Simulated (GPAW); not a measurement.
Consider Br (Immm).

```xyz
1
Lattice="-1.2868 1.7200 3.5780 1.2868 -1.7200 3.5780 1.2868 1.7200 -3.5780" Properties=species:S:1:pos:R:3 pbc="T T T"
Br    0.0000    0.0000    0.0000
```

Absorber: atom 1, with 2 Br at 2.57 Å (linear, site symmetry mmm). Method: GPAW, LDA, excited-electron core hole (neutral cell), 5-atom cell with 5.5 Å between holes, 5×5×5 k points, dipole transitions, Gaussian full width 2.52 eV up to 4 eV, rising linearly to 3.5 eV at 25 eV.

This is not the structure that solid Br takes at ambient pressure (space group No. 64); it is a model or a phase of other conditions.

Where do the maxima of the Br K edge fall?

Main maxima up to 30 eV above the zero (height): 1.0 eV (1.20), 9.2 eV (1.29), 17.4 eV (1.51) and 25.6 eV (1.30). A K edge sees empty p states on the absorber. 

The Br K spectrum (energy from the lowest empty level; intensity scaled to a mean of 1 over the first 20 eV; polarised curves are means over the symmetry-equivalent atoms):

```tsv
E (eV)	isotropic	ε ∥ x	ε ∥ y	ε ∥ z
-2.0	0.07	0.18	0.04	0.00
-1.4	0.22	0.53	0.12	0.00
-0.8	0.48	1.21	0.23	0.00
-0.2	0.82	2.13	0.34	0.00
0.4	1.10	2.95	0.35	0.00
1.0	1.20	3.33	0.27	0.00
1.6	1.13	3.24	0.15	0.00
2.2	1.02	2.99	0.06	0.00
2.8	0.90	2.67	0.02	0.00
3.4	0.72	2.15	0.01	0.01
4.0	0.49	1.42	0.02	0.03
4.6	0.29	0.73	0.06	0.09
5.2	0.21	0.29	0.13	0.22
5.8	0.27	0.11	0.25	0.46
6.4	0.45	0.08	0.43	0.83
7.0	0.69	0.10	0.68	1.28
7.6	0.94	0.14	0.99	1.70
8.2	1.15	0.17	1.34	1.95
8.8	1.28	0.20	1.65	1.97
9.4	1.28	0.22	1.84	1.77
10.0	1.18	0.25	1.83	1.46
10.6	1.02	0.28	1.64	1.13
11.2	0.86	0.33	1.37	0.87
11.8	0.76	0.43	1.15	0.69
12.4	0.74	0.57	1.06	0.60
13.0	0.81	0.76	1.07	0.59
13.6	0.93	0.98	1.15	0.65
14.2	1.07	1.21	1.22	0.77
14.8	1.20	1.42	1.25	0.94
15.4	1.31	1.57	1.24	1.12
16.0	1.40	1.68	1.22	1.30
16.6	1.47	1.75	1.21	1.44
17.2	1.51	1.80	1.20	1.52
17.8	1.50	1.79	1.20	1.51
18.4	1.45	1.72	1.18	1.46
19.0	1.38	1.59	1.16	1.39
19.6	1.31	1.45	1.14	1.35
20.2	1.26	1.33	1.12	1.34
20.8	1.23	1.24	1.11	1.35
21.4	1.22	1.18	1.12	1.35
22.0	1.21	1.14	1.15	1.34
22.6	1.21	1.12	1.19	1.33
23.2	1.23	1.11	1.26	1.32
23.8	1.25	1.12	1.32	1.31
24.4	1.27	1.14	1.38	1.30
25.0	1.29	1.16	1.42	1.29
25.6	1.30	1.18	1.43	1.28
26.2	1.29	1.19	1.41	1.27
26.8	1.28	1.20	1.36	1.27
27.4	1.26	1.20	1.30	1.28
28.0	1.24	1.20	1.26	1.28
28.6	1.23	1.20	1.23	1.28
29.2	1.23	1.20	1.22	1.27
29.8	1.23	1.21	1.22	1.26
30.4	1.23	1.22	1.22	1.25
31.0	1.23	1.22	1.22	1.25
31.6	1.22	1.23	1.21	1.24
```

The script folds with a Gaussian, whereas the core hole's own line is a Lorentzian, so the onset is too steep and the first peak too high. The primitive cell holds an odd number of electrons, so a spin-paired run has to come out metallic; that is right for a metal, but some such compounds are magnetic or distorted insulators. The holes are only 5.5 Å apart, so the shape is probably not converged with cell size; no larger cell was run here. Lifetime broadening is put in by hand, and intensities beyond about 20 eV depend on it and on the partial waves. The structure is a computed Materials Project entry and may be a hypothetical form.

[Banner, clock and machine lines of the logs are left out without a mark of their own.]

[Logs are printed without paths, hosts, clocks, repeated set-up lines and the standing remarks that a program may print on its own settings, such as how far it seeks lower states.]

[Hosts, paths, dates, database ids (printed as entryN), source tags and the programs' standing remarks are cut or masked in the printed files.]

[Lists of maxima count a maximum above −3 eV only where it reaches 4 % of the highest in the window and stands out from its surroundings by 2 % of it (1.5 % where it reaches 55 %); shoulders and weaker maxima are passed over, and of the rest the first, up to two pre-edge ones and the few strongest are named.]
